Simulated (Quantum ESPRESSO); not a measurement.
Two runs for the Al L₃ edge of atom 2 in AlRh (Pm-3m). Run A: Quantum ESPRESSO XSpectra, PBEsol, excited-electron core hole (neutral cell), 16-atom cell with 6.0 Å between holes, 5×5×5 k points, dipole transitions, Lorentzian half width 0.4 eV. Run B differs in one choice.

Energy from the energy zero of the input (xe0, at the border of filled and empty states); intensity scaled to a mean of 1 over the first 20 eV:

```csv
E (eV),A,B
-2.0,0.14,0.12
-1.5,0.21,0.18
-1.0,0.37,0.29
-0.5,0.80,0.60
0.0,2.12,1.53
0.5,2.79,1.99
1.0,2.09,1.69
1.5,1.49,1.40
2.0,1.19,1.96
2.5,1.04,2.15
3.0,1.11,2.05
3.5,1.52,2.03
4.0,1.88,1.78
4.5,1.73,1.72
5.0,1.58,2.03
5.5,1.39,1.69
6.0,1.41,1.29
6.5,1.44,1.16
7.0,1.36,0.96
7.5,1.10,0.88
8.0,1.01,0.77
8.5,0.95,0.78
9.0,0.85,0.75
9.5,0.72,0.69
10.0,0.72,0.84
10.5,0.67,0.68
11.0,0.61,0.63
11.5,0.67,0.60
12.0,0.64,0.53
12.5,0.62,0.60
13.0,0.56,0.56
13.5,0.52,0.51
14.0,0.52,0.50
14.5,0.53,0.59
15.0,0.56,0.65
15.5,0.55,0.50
16.0,0.57,0.46
16.5,0.59,0.44
17.0,0.57,0.36
17.5,0.54,0.31
18.0,0.57,0.39
18.5,0.51,0.63
19.0,0.64,0.65
19.5,0.57,0.57
20.0,0.46,0.49
20.5,0.44,0.43
21.0,0.42,0.43
21.5,0.36,0.38
22.0,0.41,0.34
22.5,0.36,0.35
23.0,0.29,0.35
23.5,0.32,0.25
24.0,0.37,0.28
24.5,0.28,0.35
25.0,0.22,0.38
25.5,0.25,0.37
26.0,0.31,0.39
26.5,0.34,0.37
27.0,0.38,0.35
27.5,0.38,0.35
28.0,0.42,0.35
28.5,0.39,0.42
29.0,0.40,0.44
29.5,0.40,0.39
30.0,0.35,0.33
30.5,0.34,0.35
31.0,0.31,0.40
31.5,0.30,0.43
32.0,0.29,0.41
```

**Question.** What was changed?
a) the volume of the cell
b) the plane-wave cutoff
c) the size of the supercell
d) the radius of the reconstruction

(c): run B changes the supercell atoms from 16 to 2, and the k mesh follows the cell. The scaled spectrum changes by 30 % r.m.s. Another feature, at 2.3 eV (2.16), becomes the highest below 16 eV; the one at 0.3 eV (2.93) is now at 0.3 eV (2.09). Other settings could leave a like mark; this is the one that was changed.

[Banner, clock and machine lines of the logs are left out without a mark of their own.]

[Logs are printed without paths, hosts, clocks, repeated set-up lines and the standing remarks that a program may print on its own settings, such as how far it seeks lower states.]

[Hosts, paths, dates, database ids (printed as entryN), source tags and the programs' standing remarks are cut or masked in the printed files.]

[Lists of maxima count a maximum above −3 eV only where it reaches 4 % of the highest in the window and stands out from its surroundings by 2 % of it (1.5 % where it reaches 55 %); shoulders and weaker maxima are passed over, and of the rest the first, up to two pre-edge ones and the few strongest are named.]
